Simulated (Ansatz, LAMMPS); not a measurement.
# Amorphous 86SiO2-14Al2O3 (mol %) (92 atoms): geometry optimisation, part 4 of 4

Aim: bring amorphous 86SiO2-14Al2O3 (mol %) (92 atoms) to a nearby minimum of the energy and see what moves.

Ansatz 0.2.0; Kohn-Sham DFT, PBE, PAW (set soft_2), plane waves.

The cell: 24 Si, 8 Al and 60 O. The quench rate of 50 K/ps far exceeds what a furnace or splat quench reaches. The starting topology of bonds comes from the classical model. Only the Γ point is sampled in the main run, in a cell whose shortest periodic width is 11 Å.

So far. Step 4 (Cell and atoms relaxed): The relaxation changed the energy by -50.2 meV/atom, and atoms moved by 0.38 Å r.m.s., 1.1 Å at most. Step 7 (K-mesh 2×2×2): Forces differ from those of the single point at the relaxed geometry by 3.4 meV/Å r.m.s.; the energy by -0.74 meV/atom. It took 2.6 min and 9 cycles; the reference's time can't be set against it, since the two runs asked for unlike analyses.

### 8. Functional HSE06

HSE06 mixes in a quarter of exact exchange at short range, which counters self-interaction, at a higher cost.

This step: Kohn-Sham DFT, HSE06, PAW (set soft_2), plane waves (Ansatz 0.2.0).

File input.yaml:

```yaml
crystal:
  lattice:
    - [11.04431, 0.12313, -0.26543]
    - [0.12313, 10.53895, 0.17987]
    - [-0.26543, 0.17987, 11.00922]
  atoms:
    [... the 92 atom lines of step 6 ...]
kpoints:
  mp_grid: { grid: [1, 1, 1] }
hamiltonian:
  xc: hse06
scf:
  occupations: { method: fermi_dirac, width: 0.025 }
output:
  forces: true
  stress: true
  populations: true
  dos:
    method: { smearing: { sigma: 0.08 } }
    de: 0.05
    projected: { site_lists: { Al: [Al], O: [O], Si: [Si] } }
  eigenvalues: true
```

On the command line:

```
$ ansatz run input.yaml --threads 4 --pin off --max-ram 8192MiB --backend cpu --events-out ev --progress --plain --runs-dir out
```

Numbers of over 12 decimals in the logs are rounded to 6 here.

What it wrote:

```text
Warning: output.stress: scf.convergence.dr2_threshold = 1e-7 eV (the SCF's general default) is looser than the 1.6e-9 eV advised for a printed stress (1e-10 eV for each atom of the cell: 92, of which 16 are counted). What an SCF threshold leaves in a stress goes as its square root, and in the free energy as the threshold itself, and one threshold admits the most on a small cell: [...]
Warning: output.stress: scf.exx.energy_threshold = 1e-6 eV is looser than the 1.6e-7 eV advised for a stress under a hybrid functional (1e-8 eV for each atom of the cell: 92, of which 16 are counted). Every SCF of the exchange loop can meet its threshold on dr2 while the loop round them stops early: [...]
exact exchange: scf.exx.singularity resolves to wigner_seitz, which cuts the screened interaction at the faces of the exchange supercell's Wigner-Seitz cell, so that each pair interacts once, at the shortest of its separations (the periodic images that this leaves out come, [...]
[...]
Crystal: 92 atoms, lattice volume = 1280.144 Å³
Basis set: ecut = 420 eV, 25053 PW (Γ), exchange–correlation on 150×144×150 points (8 copies of the dense FFT grid, shifted against one another)
Bands: 332, of which v1, the nominal top of the filled ones, is band 240 counted from 1 (239 counted from 0)
Symmetry: 1 space group operations
[...]
k-points: 1
[...]
SCF iter   1: F=—  HF=-53706.945050 eV  |F-HF|=—  |Δ(HF+E_count)|=         —  Δρ=2.05e-3  dr2=8.46e-2  ethr=1.77e-3  ⟨swp⟩=14.0  Hψ=1974  notcnv=0
[...]
SCF iter   4: F=-53706.962370 eV  HF=-53706.962157 eV  |F-HF|=2.12e-4  |Δ(HF+E_count)|=   2.53e-3  Δρ=2.37e-4  dr2=4.37e-4  ethr=5.05e-7  ⟨swp⟩=6.0  Hψ=848  notcnv=0  defer=5
SCF 1 stopped early in 4 iterations: F = -53706.962370 eV  dr2 = 4.37e-4
[...]
Exchange kernel: α = 0.2500, screened, ω = 0.2079 Å⁻¹, Wigner–Seitz truncation, v(0) = 942.7590 eV·Å³, q-mesh 1×1×1, nearest image of the exchange supercell L = 10.54 Å, pair-density grid 54×54×54, without the augmentation charges, whose exchange is taken in its separable form (sized by the pseudopotential files, [...]
Frozen-core exchange: fock
SCF iter   1: F=—  HF=-53716.335534 eV  |F-HF|=—  |Δ(HF+E_count)|=         —  Δρ=6.66e-3  dr2=4.65e-1  ethr=9.10e-7  ⟨swp⟩=16.0  Hψ=1945  notcnv=0
[...]
SCF iter   6: F=—  HF=-53716.321912 eV  |F-HF|=—  |Δ(HF+E_count)|=   1.78e-4  Δρ=9.29e-5  dr2=1.16e-4  ethr=8.72e-8  ⟨swp⟩=4.0  Hψ=793  notcnv=0
SCF iter   7: F=-53716.321879 eV  HF=-53716.321881 eV  |F-HF|=1.57e-6  |Δ(HF+E_count)|=   3.08e-5  Δρ=2.08e-5  dr2=2.18e-5  ethr=2.03e-8  ⟨swp⟩=4.0  Hψ=709  notcnv=0
SCF 2 stopped early in 7 iterations: F = -53716.321879 eV  dr2 = 2.18e-5
  Residual-converged pass: ⟨swp⟩=4.0  Hψ=973  notcnv=0  max |occ|·‖R‖ = 4.4e-6 eV (tolerance 6.7e-6 eV)  dr2=2.18e-5  dr2_onsite=2.66e-7  max |Δocc| = 0.0e0
[...]
hybrid outer 1: dexx = +1.756e-1 eV, tail = 1.72e-4 eV
[...]
Frozen-core exchange: fock
SCF iter   1: F=—  HF=-53716.319818 eV  |F-HF|=—  |Δ(HF+E_count)|=         —  Δρ=3.19e-5  dr2=7.25e-6  ethr=1.79e-7  ⟨swp⟩=15.0  Hψ=1141  notcnv=0
[...]
SCF iter   5: F=-53716.319819 eV  HF=-53716.319819 eV  |F-HF|=5.31e-10  |Δ(HF+E_count)|=   4.64e-9  Δρ=3.02e-7  dr2=1.52e-9  ethr=3.52e-12  ⟨swp⟩=6.0  Hψ=723  notcnv=0  defer=3
SCF 3 converged in 5 iterations: F = -53716.319819 eV  dr2 = 1.52e-9
[...]
hybrid outer 2: dexx = +1.930e-6 eV, tail = 3.04e-8 eV, Δε = 7.82e-4 eV (about 1.06e-5 eV left of the loop's levels), ΔF = 2.96e-3 eV/Å (tail 1.97e-4)
hybrid SCF converged: 2 outer / 12 inner (+4 warm-up), last move |dexx| = 1.93e-6 eV, tail = 3.04e-8 eV
Stability not checked: this state was not tested for a lower state beside it, because the functional holds exact exchange (a hybrid, or Hartree-Fock), whose exchange loop this test does not read (fock_operator; see scf.lower_state_search)
Free energy (F): -53716.319819 eV
Frozen-core exchange: fock
[...]
Internal energy: -53716.319819 eV  (E = F + TS)
E sigma→0 (E₀):  -53716.319819 eV
Fermi energy:    4.037243 eV
[...]
Σ components = -53716.319819   (vs F -53716.319819, Δ=7.28e-12)
--- Forces (eV/Å), atoms counted from 1 ---
  atom   1  Si     0.01275822     0.06658052     0.00109277
  atom   2  Si     0.01094036     0.03569787     0.06091604
  atom   3  Si     0.07324196    -0.05245117    -0.04773406
  atom   4  Si    -0.02475260     0.04406423    -0.07479227
[...]
atom  92  O     -0.05083099     0.26154126    -0.00281142
  max |Σ_I F_I| component: 2.79e-4 eV/Å
--- Stress (GPa, compression-positive) ---
       -4.838522       0.047049       0.040199
        0.047049      -4.940195      -0.065227
        0.040193      -0.065226      -4.719737
  P = ⅓ Tr σ = -4.8328 GPa (-48.328 kbar)
--- Band table (eV) ---
[...]
--- Löwdin populations: 92 sites ---
  site symbol       q [e]
     0     Si      2.1839
     1     Si      2.1841
     2     Si      2.1616
[...]
91      O      6.8303
  spilling = 0.012899 (of n_electrons = 480.000000)
```

The job ended after 3.7 min (4 threads of Arm Neoverse V2, shared host; peak memory 3.6 GiB).

The program notes that the exchange threshold is loose for the stress and the SCF threshold is loose for the stress.

Geometry and reference: those of the single point at the relaxed geometry.

Forces differ from those of the single point at the relaxed geometry by 188 meV/Å r.m.s.; the pressure by -4.8 GPa and the gap by +1.7 eV. It took 3.7 min and 16 cycles; the reference's time can't be set against it, since the two runs asked for unlike analyses.

The run gave:

* free energy: -53716.3198 eV
* free energy per atom: -583.8730 eV/atom
* SCF cycles: 16
* pressure: -4.833 GPa
* r.m.s. force component: 0.1881 eV/Å
* longest force: 0.6017 eV/Å
* Fermi energy: 4.037 eV
* gap (highest filled to lowest empty level): 5.699 eV
* spilling of the projection: 0.0129

Length of the force by element and coordination:

```tsv
element	coordination	atoms	mean length of the force (eV/Å)	spread	least	most
Al	all	8	0.107	0.0592	0.0486	0.208
Al	4	7	0.0925	0.0484	0.0486	0.202
Al	5	1	0.208	0	0.208	0.208
O	all	60	0.377	0.130	0.0718	0.602
O	2	51	0.383	0.135	0.0718	0.602
O	3	9	0.340	0.0835	0.196	0.476
Si	all	24	0.063	0.0302	0.0123	0.131
```

Löwdin charges by element and coordination (they lack the spilled electrons, 0.067 e an atom on average):

```tsv
element	coordination	atoms	mean charge (e)	spread	least	most
Al	all	8	1.45	0.0341	1.40	1.52
Al	4	7	1.46	0.0288	1.42	1.52
Al	5	1	1.40	0	1.40	1.40
O	all	60	-0.824	0.0296	-0.939	-0.770
O	2	51	-0.826	0.0292	-0.939	-0.784
O	3	9	-0.816	0.0304	-0.876	-0.770
Si	all	24	1.84	0.02	1.80	1.87
```

Density of states as counts of states in windows of 1 eV (from the Fermi level), total and the larger projections:

```tsv
from (eV)	to (eV)	total	O p	Si p
-10	-9	27.9	21.2	4.0
-9	-8	37.4	29.3	5.5
-8	-7	33.0	26.8	3.0
-7	-6	46.1	40.3	2.4
-6	-5	68.1	63.0	1.9
-5	-4	65.5	62.3	1.1
-4	-3	38.7	37.3	0.3
-3	-2	2.0	2.0	0.0
-2	2	0.0	0.0	0.0
2	3	2.0	0.1	0.0
3	4	0.0	0.0	0.0
4	5	6.5	0.7	0.6
```

Between -25 and -10 eV lie 161 more states.

The levels nearest the highest filled one (over half full), pooled over k-points and spins:

```tsv
level less the highest filled one (eV)	occupation
-0.648	2
-0.562	2
-0.495	2
-0.407	2
-0.280	2
0	2
5.70	0
6.97	0
7.15	0
7.51	0
7.87	0
8.13	0
```

### 9. Functional r2SCAN (500 eV)

The meta-GGA r2SCAN uses the kinetic energy density as well as the density and its gradient. Besides, the cutoff goes from 420 to 500 eV.

This step: Kohn-Sham DFT, r2SCAN, PAW (set soft_2), plane waves (Ansatz 0.2.0).

Changes to input.yaml since step 8:

```diff
@@ -10,3 +10,3 @@
 hamiltonian:
-  xc: hse06
+  xc: r2scan
 scf:
```

What it wrote:

```text
[...]
Crystal: 92 atoms, lattice volume = 1280.144 Å³
Basis set: ecut = 500 eV, 32459 PW (Γ), exchange–correlation on 324×320×324 points (64 copies of the dense FFT grid, shifted against one another)
Bands: 332, of which v1, the nominal top of the filled ones, is band 240 counted from 1 (239 counted from 0)
Symmetry: 1 space group operations
[...]
k-points: 1
[...]
SCF iter   1: F=—  HF=-53888.552512 eV  |F-HF|=—  |Δ(HF+E_count)|=         —  Δρ=7.31e-3  dr2=7.76e-1  dr2_τ=7.09e0  ethr=1.77e-3  ⟨swp⟩=6.0  Hψ=1584  notcnv=0  defer=51
[...]
SCF iter   8: F=—  HF=-53891.036394 eV  |F-HF|=—  |Δ(HF+E_count)|=   8.51e-6  Δρ=9.32e-6  dr2=1.29e-6  dr2_τ=7.61e-8  ethr=1.12e-9  ⟨swp⟩=2.0  Hψ=489  notcnv=0  defer=83
SCF iter   9: F=-53891.036395 eV  HF=-53891.036394 eV  |F-HF|=2.70e-7  |Δ(HF+E_count)|=   8.33e-7  Δρ=2.01e-6  dr2=8.45e-8  dr2_τ=4.82e-9  ethr=2.08e-11  ⟨swp⟩=14.0  Hψ=2371  notcnv=0
SCF 1 converged in 9 iterations: F = -53891.036395 eV  dr2 = 8.45e-8
[...]
SCF converged after 9 iterations
Free energy (F): -53891.036395 eV
[...]
Internal energy: -53891.036395 eV  (E = F + TS)
E sigma→0 (E₀):  -53891.036395 eV
Fermi energy:    4.335299 eV
[...]
Σ components = -53891.036395   (vs F -53891.036395, Δ=0.00e0)
--- Forces (eV/Å), atoms counted from 1 ---
  atom   1  Si     0.00986280     0.08069998     0.03685855
  atom   2  Si    -0.00355969     0.03700655     0.00760759
  atom   3  Si     0.05921980    -0.03516823    -0.03701242
  atom   4  Si    -0.04524249     0.02665406    -0.08625967
[...]
atom  92  O     -0.05920575     0.20734906    -0.00473458
  max |Σ_I F_I| component: 7.13e-4 eV/Å
--- Stress (GPa, compression-positive) ---
       -4.718630       0.000894       0.002926
        0.000867      -4.837023      -0.046162
        0.002927      -0.046120      -4.661711
  P = ⅓ Tr σ = -4.7391 GPa (-47.391 kbar)
--- Band table (eV) ---
[...]
--- Löwdin populations: 92 sites ---
  site symbol       q [e]
     0     Si      2.1798
     1     Si      2.1794
     2     Si      2.1580
[...]
91      O      6.8337
  spilling = 0.012705 (of n_electrons = 480.000000)
```

It took 40 s on 4 threads; peak memory 3.2 GiB.

Geometry and reference: those of the single point at the relaxed geometry.

Forces differ from those of the single point at the relaxed geometry by 155 meV/Å r.m.s.; the pressure by -4.7 GPa and the gap by +0.63 eV. It took 40 s and 9 cycles; the reference's time can't be set against it, since the two runs asked for unlike analyses.

### 10. Functional PBEsol

PBEsol restores the gradient expansion of exchange for slowly varying densities and usually gives shorter bonds in solids than PBE.

This step: Kohn-Sham DFT, PBEsol, PAW (set soft_2), plane waves (Ansatz 0.2.0).

Changes to input.yaml since step 9:

```diff
@@ -10,3 +10,3 @@
 hamiltonian:
-  xc: r2scan
+  xc: pbesol
 scf:
```

What it wrote:

```text
[...]
Crystal: 92 atoms, lattice volume = 1280.144 Å³
Basis set: ecut = 420 eV, 25053 PW (Γ), exchange–correlation on 150×144×150 points (8 copies of the dense FFT grid, shifted against one another)
Bands: 332, of which v1, the nominal top of the filled ones, is band 240 counted from 1 (239 counted from 0)
Symmetry: 1 space group operations
[...]
k-points: 1
[...]
SCF iter   1: F=—  HF=-52865.190677 eV  |F-HF|=—  |Δ(HF+E_count)|=         —  Δρ=1.15e-2  dr2=1.34e0  ethr=1.77e-3  ⟨swp⟩=6.0  Hψ=1593  notcnv=0  defer=51
[...]
SCF iter   9: F=—  HF=-52864.814838 eV  |F-HF|=—  |Δ(HF+E_count)|=   3.36e-7  Δρ=4.26e-6  dr2=1.83e-7  ethr=2.08e-11  ⟨swp⟩=17.0  Hψ=2091  notcnv=0
SCF iter  10: F=-52864.814838 eV  HF=-52864.814838 eV  |F-HF|=4.34e-9  |Δ(HF+E_count)|=   2.51e-8  Δρ=7.59e-7  dr2=9.39e-9  ethr=2.08e-11  ⟨swp⟩=4.0  Hψ=997  notcnv=0
SCF 1 converged in 10 iterations: F = -52864.814838 eV  dr2 = 9.39e-9
[...]
SCF converged after 10 iterations
Free energy (F): -52864.814838 eV
[...]
Internal energy: -52864.814838 eV  (E = F + TS)
E sigma→0 (E₀):  -52864.814838 eV
Fermi energy:    4.298312 eV
[...]
Σ components = -52864.814838   (vs F -52864.814838, Δ=0.00e0)
--- Forces (eV/Å), atoms counted from 1 ---
  atom   1  Si     0.01193662    -0.02626447    -0.01329252
  atom   2  Si     0.00525851    -0.00405008     0.05113359
  atom   3  Si     0.01854814    -0.05702819    -0.01913470
  atom   4  Si     0.04066303    -0.03405086    -0.02603311
[...]
atom  92  O     -0.02582644     0.06447764    -0.01555821
  max |Σ_I F_I| component: 5.06e-5 eV/Å
--- Stress (GPa, compression-positive) ---
       -2.627816       0.034220      -0.014384
        0.034220      -2.606463      -0.008636
       -0.014389      -0.008634      -2.482513
  P = ⅓ Tr σ = -2.5723 GPa (-25.723 kbar)
--- Band table (eV) ---
[...]
--- Löwdin populations: 92 sites ---
  site symbol       q [e]
     0     Si      2.2730
     1     Si      2.2716
     2     Si      2.2507
[...]
91      O      6.7844
  spilling = 0.012864 (of n_electrons = 480.000000)
```

Run time: 16 s. Hardware: 4 threads; peak memory 1.4 GiB.

Geometry and reference: those of the single point at the relaxed geometry.

Forces differ from those of the single point at the relaxed geometry by 56 meV/Å r.m.s.; the pressure by -2.6 GPa and the gap by -0.053 eV.

### 11. What each setting buys

Each row is set against the single point at the relaxed geometry (Kohn-Sham DFT, PBE, PAW (set soft_2), plane waves; r.m.s. force component 0.00523 eV/Å). Energies are set beside the reference only for runs with its functional, potentials and electron count. Times are for 4 threads of Arm Neoverse V2, shared host. The reference's time includes grids, which some other runs skip.

```tsv
run	Δ force, r.m.s. (meV/Å)	Δ energy (meV/atom)	Δ pressure (GPa)	Δ gap (eV)	cycles	time	host memory (GiB)
reference	-	-	-	-	9	18 s	1.4
k-mesh 2×2×2	3.42	-0.736	0.0067	0.0038	9	2.6 min	5.4
functional HSE06	188	-	-4.84	1.73	16	3.7 min	3.6
functional r2SCAN (500 eV)	155	-	-4.74	0.630	9	40 s	3.2
functional PBEsol	55.8	-	-2.58	-0.0527	10	16 s	1.4
```

### 12. Summary of results

* energy change in the relaxation: -50.17 meV/atom
* r.m.s. displacement: 0.381 Å
* largest displacement: 1.075 Å
* free energy per atom: -583.7711 eV/atom
* pressure: 0.004657 GPa
* r.m.s. force component: 0.00523 eV/Å
* gap (highest filled to lowest empty level): 3.972 eV
* wall time of the 7 DFT runs: 14 min

What this shows: Relaxation lowers the energy by 50.2 meV/atom and moves atoms by 0.38 Å r.m.s.; the r.m.s. force component goes from 0.76 to 0.0052 eV/Å. Displacements are taken in the final cell, so they leave out its strain. By the final cutoffs 2 of 127 bonded pairs parted and 4 joined. The cell shrank by 2.3 % in volume. From the first step to the last the energy fell by 4.615 eV, across changes of basis, and the largest move was 1.07 Å (O57). The O-Al bonds change most in mean length: from 1.788 Å (spread 0.150) to 1.827 Å (spread 0.117), and their number from 31 to 33. By these cutoffs 88 % of Al atoms have 4, 85 % of O atoms have 2 and all Si atoms have 4 bonded neighbours. 85 % of the oxygens bridge two formers (Si and Al) and 0 % are non-bridging; 15 % join three. Between filled and empty levels lie 3.97 eV (at Γ alone); a semilocal functional tends to put such gaps too low. In a disordered cell it changes from sample to sample, and tail or defect levels can set it.

Among the changes of functional, dispersion, potentials or spin set against this reference, functional HSE06 moves the forces most, by 188 meV/Å r.m.s. The gap changes by +1.73 eV with HSE06.

**Limits.** The network of bonds at the start is that of the classical potential that made the cell; in DFT 2 of its 127 bonded pairs passed out of the cutoffs and 4 came within them.

[Logs are printed without paths, hosts, clocks, repeated set-up lines and the standing remarks that a program may print on its own settings, such as how far it seeks lower states.]

[Hosts, paths, dates, database ids (printed as entryN), source tags and the programs' standing remarks are cut or masked in the printed files.]
